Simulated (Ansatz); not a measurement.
# InAs wire along [111], 14 atoms a period, H-terminated: bands by functional, part 2 of 2

What gap, if any, does the InAs wire along [111], 14 atoms a period, H-terminated have, and how does it change with the functional?

Ansatz 0.2.0; DFT PBE, plane waves, PAW; relaxation of a wire's period; PAW set soft_1 (the session's first sound run).

So far. Step 2 (Relaxation of atoms and period): The cell's length comes to 10.817 Å with spin left out.

**3. The wire at its relaxed period**

This step: DFT PBE, plane waves, PAW; bands of a perfect wire; PAW set soft_1 (Ansatz 0.2.0).

At the relaxed period the bands are computed along the axis; those that cross an energy going forward count the channels that a perfect wire would open there.

Contents of input.yaml:

```yaml
crystal:
  lattice:
    - [14.084, 0.0, 0.0]
    - [0.0, 14.994, 0.0]
    - [0.0, 0.0, 10.8167201296]
  atoms:
    - { symbol: In, position: [0.5, 0.507307179, 0.040670046] }
    - { symbol: As, position: [0.5, 0.507191763, 0.279150181] }
    - { symbol: H, position: [0.240112307, 0.485753628, 0.281750785] }
    - { symbol: H, position: [0.350500184, 0.306330343, 0.282021348] }
    - { symbol: H, position: [0.389649623, 0.729192914, 0.281790383] }
    - { symbol: H, position: [0.610350377, 0.729192914, 0.281790383] }
    - { symbol: H, position: [0.649499816, 0.306330343, 0.282021348] }
    - { symbol: H, position: [0.759887693, 0.485753628, 0.281750785] }
    - { symbol: In, position: [0.335528045, 0.417919442, 0.320750465] }
    - { symbol: In, position: [0.5, 0.685685048, 0.320720282] }
    - { symbol: In, position: [0.664471955, 0.417919442, 0.320750465] }
    - { symbol: As, position: [0.353537287, 0.427825216, 0.573655744] }
    - { symbol: As, position: [0.5, 0.666134587, 0.573613058] }
    - { symbol: As, position: [0.646462713, 0.427825216, 0.573655744] }
    - { symbol: H, position: [0.23426967, 0.651267838, 0.627985664] }
    - { symbol: H, position: [0.5, 0.219076523, 0.628055891] }
    - { symbol: H, position: [0.76573033, 0.651267838, 0.627985664] }
    - { symbol: H, position: [0.267914803, 0.381375403, 0.631231543] }
    - { symbol: H, position: [0.5, 0.759016001, 0.63114937] }
    - { symbol: H, position: [0.732085197, 0.381375403, 0.631231543] }
    - { symbol: In, position: [0.339472179, 0.594355337, 0.654987497] }
    - { symbol: In, position: [0.5, 0.333150525, 0.655039869] }
    - { symbol: In, position: [0.660527821, 0.594355337, 0.654987497] }
    - { symbol: As, position: [0.358301894, 0.584124082, 0.908317956] }
    - { symbol: As, position: [0.5, 0.353585974, 0.9083382] }
    - { symbol: As, position: [0.641698106, 0.584124082, 0.908317956] }
    - { symbol: H, position: [0.266653364, 0.547219444, 0.962329678] }
    - { symbol: H, position: [0.346476997, 0.677128228, 0.962315835] }
    - { symbol: H, position: [0.420158823, 0.297454678, 0.962316003] }
    - { symbol: H, position: [0.579841177, 0.297454678, 0.962316003] }
    - { symbol: H, position: [0.653523003, 0.677128228, 0.962315835] }
    - { symbol: H, position: [0.733346636, 0.547219444, 0.962329678] }
kpoints:
  mp_grid: { grid: [1, 1, 8] }
  band_path: { path: ["Γ", Z], npoints: 90 }
scf:
  occupations: { method: fermi_dirac, width: 0.05 }
hamiltonian:
  xc: pbe
  pseudopotentials: { kind: paw, azcp: { folder: soft_1 } }
output:
  dos: { e_range: [-5, 4] }
  write_potential: true
  write_density: true
  volumetric_format: npy
```

Run with:

```sh
$ ansatz run input.yaml --threads 4 --pin off --max-ram 16384MiB --backend cpu --events-out ev --progress --plain --runs-dir out
```

Numbers of over 12 decimals in the logs are rounded to 6 here.

The program printed:

```text
[...]
Crystal: 32 atoms, lattice volume = 2284.226 Å³
Basis set: ecut = 420 eV, 44565 PW (Γ)
Bands: 139, of which v1, the nominal top of the filled ones, is band 107 counted from 1 (106 counted from 0)
Symmetry: 2 space group operations
[...]
k-points: 5 of 8 (time reversal used)
[...]
SCF iter   1: F=—  HF=-73465.993445 eV  |F-HF|=—  |Δ(HF+E_count)|=         —  Δρ=2.72e-2  dr2=1.87e1  ethr=3.10e-3  ⟨swp⟩=7.0  Hψ=3119  notcnv=0  defer=26
[...]
SCF iter  10: F=-73459.964873 eV  HF=-73459.964873 eV  |F-HF|=1.60e-8  |Δ(HF+E_count)|=   3.82e-7  Δρ=1.16e-6  dr2=4.12e-8  ethr=4.67e-11  ⟨swp⟩=16.2  Hψ=3848  notcnv=0
SCF 1 converged in 10 iterations: F = -73459.964873 eV  dr2 = 4.12e-8
[...]
NSCF: frozen V_eff on 91 k-points
WARN: pass on a band path, mesh or list of k-points: the 91 k-points are solved 48 at a time at the most, because the 14.40 GiB of host memory that the pass is priced against does not hold them all with the solver's workspace as planned. The pass can take longer, above all where fewer k-points are solved at a time than the run has threads. As a rule a larger memory budget leaves room for more at once. The budget is what a run with no `--max-ram-frac` typed is planned for, 0.8 of the host's memory or its container's limit. More memory there lifts it, and so does a share over 0.88 that is typed (of such a share the budget is ten elevenths): [rest of the remark cut]
WARN: The output density's exchange-correlation potential varies sharply where the density is thin. Do not read a vacuum level from v_tot or v_xc, or from such a field of the output density. On a cell that repeats whose density bears no net charge and no dipole along the vacuum's axis use v_es (v_loc + v_h of the components); under efield.dipole_correction with no amplitude use v_es + v_field, which holds any externa [...]
SCF converged after 10 iterations
Free energy (F): -73459.964873 eV
[...]
Internal energy: -73459.964873 eV  (E = F + TS)
E sigma→0 (E₀):  -73459.964873 eV
Fermi energy:    -2.156592 eV
[...]
--- Band table (eV; the first three rows and the last of 5) ---
  k-point 0: bands = [... 103 lower, -3.9793, -3.6828, -3.6827, -3.5568, -0.7408, -0.0204, -0.0138, 0.0801, ... 28 higher]
  k-point 1: bands = [... 103 lower, -3.9544, -3.6787, -3.6787, -3.6054, -0.7366, -0.1380, -0.1330, 0.0769, ... 28 higher]
  k-point 2: bands = [... 103 lower, -3.9096, -3.7448, -3.6669, -3.6669, -0.7194, -0.2451, -0.2404, -0.0357, ... 28 higher]
  k-point 4: bands = [... 103 lower, -3.8703, -3.8694, -3.6459, -3.6458, -0.6660, -0.3204, -0.3158, -0.2327, ... 28 higher]
```

The job ended after 9.9 min (4 threads of Arm Neoverse V2, shared host; peak memory 11 GiB; 39 min of CPU time).

This step gave:

```yaml
band_gap: 2.816 eV
```

The electronic bands at the labelled points (eV, zero at the Fermi level; v1 is the highest filled band, c1 the lowest empty one):

```
  point     v4     v3     v2     v1    c1    c2    c3    c4
      Γ  -1.82  -1.53  -1.53  -1.40  1.42  2.14  2.14  2.24
halfway  -1.75  -1.59  -1.51  -1.51  1.44  1.91  1.92  2.12
      Z  -1.71  -1.71  -1.49  -1.49  1.49  1.84  1.84  1.92
```

The gap is 2.82 eV, with spin left out.

The path shows a direct gap of 2.82 eV (valence top at Γ, conduction bottom at Γ).

**4. Another level of theory, cutoff 500 eV, k-mesh 1×1×6**

This step: DFT r2SCAN, plane waves, PAW; bands of a perfect wire at the PBE geometry; PAW set soft_1 (Ansatz 0.2.0).

The atoms stay at the PBE geometry and the functional changes. r2SCAN also reads the kinetic-energy density; it often gives larger moments and wider gaps than PBE, at a higher cost. Against the first PBE run of this kind, the cutoff is 500 eV against 420 and the mesh along the wire has 6 points against 8.

input.yaml: that of step 3 with these lines changed.

```diff
@@ -39,3 +39,3 @@
 kpoints:
-  mp_grid: { grid: [1, 1, 8] }
+  mp_grid: { grid: [1, 1, 6] }
   band_path: { path: ["Γ", Z], npoints: 90 }
@@ -44,8 +44,3 @@
 hamiltonian:
-  xc: pbe
+  xc: r2scan
   pseudopotentials: { kind: paw, azcp: { folder: soft_1 } }
-output:
-  dos: { e_range: [-5, 4] }
-  write_potential: true
-  write_density: true
-  volumetric_format: npy
```

The program printed:

```text
[...]
Crystal: 32 atoms, lattice volume = 2284.226 Å³
Basis set: ecut = 500 eV, 58023 PW (Γ), exchange–correlation on 432×480×320 points (64 copies of the dense FFT grid, shifted against one another)
Bands: 139, of which v1, the nominal top of the filled ones, is band 107 counted from 1 (106 counted from 0)
Symmetry: 2 space group operations
[...]
k-points: 4 of 6 (time reversal used)
[...]
SCF iter   1: F=—  HF=-73623.622917 eV  |F-HF|=—  |Δ(HF+E_count)|=         —  Δρ=2.61e-2  dr2=1.75e1  dr2_τ=1.80e-1  ethr=3.10e-3  ⟨swp⟩=7.0  Hψ=2500  notcnv=0  defer=25
[...]
SCF iter  10: F=-73619.430743 eV  HF=-73619.430743 eV  |F-HF|=4.54e-8  |Δ(HF+E_count)|=   6.38e-7  Δρ=8.70e-7  dr2=1.99e-8  dr2_τ=4.32e-10  ethr=4.67e-11  ⟨swp⟩=18.0  Hψ=3037  notcnv=0
SCF 1 converged in 10 iterations: F = -73619.430743 eV  dr2 = 1.99e-8
[...]
SCF converged after 10 iterations
Free energy (F): -73619.430743 eV
[...]
Internal energy: -73619.430743 eV  (E = F + TS)
E sigma→0 (E₀):  -73619.430743 eV
Fermi energy:    -2.181501 eV
[...]
--- Band table (eV) ---
  k-point 0: bands = [... 103 lower, -4.2075, -3.9088, -3.9086, -3.7735, -0.5551, 0.1619, 0.1666, 0.2591, ... 28 higher]
  k-point 1: bands = [... 103 lower, -4.1715, -3.9006, -3.9004, -3.8613, -0.5551, 0.0022, 0.0054, 0.2676, ... 28 higher]
  k-point 2: bands = [... 103 lower, -4.1233, -4.1052, -3.8803, -3.8803, -0.5425, -0.1049, -0.1018, 0.1014, ... 28 higher]
  k-point 3: bands = [... 103 lower, -4.1082, -4.1070, -3.8687, -3.8686, -0.5271, -0.1350, -0.1319, 0.0106, ... 28 higher]
```

Wall time 16 min (4 threads); peak memory 12 GiB.

Numbers from this step:

```yaml
band_gap: 3.218 eV
```

Electronic bands along the path, in eV, zero at the Fermi level; v1 is the highest filled band, c1 the lowest empty one:

```
  point     v4     v3     v2     v1    c1    c2    c3    c4
      Γ  -2.03  -1.73  -1.73  -1.59  1.63  2.34  2.35  2.44
halfway  -1.96  -1.78  -1.71  -1.71  1.63  2.12  2.12  2.37
      Z  -1.93  -1.93  -1.69  -1.69  1.65  2.05  2.05  2.19
```

The gap is 3.22 eV, against 2.82 eV under PBE at the relaxed period.

**5. Levels at the same atoms, level HSE06, cutoff 420 eV**

This step: DFT HSE06, plane waves, PAW; levels of a perfect wire at the PBE geometry; PAW set soft_1 (Ansatz 0.2.0).

The atoms stay at the PBE geometry and the functional changes. HSE06 mixes in a quarter of short-range exact exchange, which removes part of the self-interaction that closes gaps; it is dear, so the mesh is thinner and no path is run. Against the first PBE run of this kind, the mesh along the wire has 3 points against 8.

input.yaml: that of step 4 with these lines changed.

```diff
@@ -39,4 +39,3 @@
 kpoints:
-  mp_grid: { grid: [1, 1, 6] }
-  band_path: { path: ["Γ", Z], npoints: 90 }
+  mp_grid: { grid: [1, 1, 3] }
 scf:
@@ -44,3 +43,3 @@
 hamiltonian:
-  xc: r2scan
+  xc: hse06
   pseudopotentials: { kind: paw, azcp: { folder: soft_1 } }
```

The program printed:

```text
[...]
Crystal: 32 atoms, lattice volume = 2284.226 Å³
Basis set: ecut = 420 eV, 44565 PW (Γ)
Bands: 139, of which v1, the nominal top of the filled ones, is band 107 counted from 1 (106 counted from 0)
Symmetry: 2 space group operations
[...]
k-points: 2 of 3 (time reversal used)
[...]
Free energy (F): -73496.712848 eV
Frozen-core exchange: fock
[...]
Internal energy: -73496.712848 eV  (E = F + TS)
E sigma→0 (E₀):  -73496.712848 eV
Fermi energy:    -2.218421 eV
[...]
--- Band table (eV) ---
  k-point 0: bands = [... 103 lower, -4.5089, -4.2342, -4.2336, -4.0282, -0.3685]
  k-point 1: bands = [... 103 lower, -4.4419, -4.3834, -4.1896, -4.1893, -0.3593]
  guard bands above this table: 31 of the run's 139 bands. The solve was not asked for them (output.publish_guard_bands: true or output.eigenvalues: true publishes all)
```

Wall time 6.2 min (4 threads); peak memory 5.5 GiB; 24 min of CPU time.

Numbers from this step:

```
band gap : 3.660 eV
```

The gap is 3.66 eV, against 2.82 eV under PBE at the relaxed period.

**6. What came out**

```
cell length, PBE : 10.82 Å
gap, PBE         : 2.82 eV
gap, r2SCAN      : 3.22 eV
gap, HSE06       : 3.66 eV
```

What this shows: Under PBE the cell's length is 10.82 Å, and a gap of 2.82 eV makes it a semiconductor. At the relaxed period the wire is gapped under every functional, from 2.82 eV (PBE) to 3.66 eV (HSE06). Weak screening in one dimension makes quasiparticle gaps larger than the semilocal gaps, as a rule. Plain hydrogen on a compound's surface is a simple closure: it may leave surface states, and facets that end in unlike atoms put a field across the wire, both of which shrink the gap. A hybrid's gap is read on a coarse mesh, without a band path.

[Logs are printed without paths, hosts, clocks, repeated set-up lines and the standing remarks that a program may print on its own settings, such as how far it seeks lower states.]

[Hosts, paths, dates, database ids (printed as entryN), source tags and the programs' standing remarks are cut or masked in the printed files.]
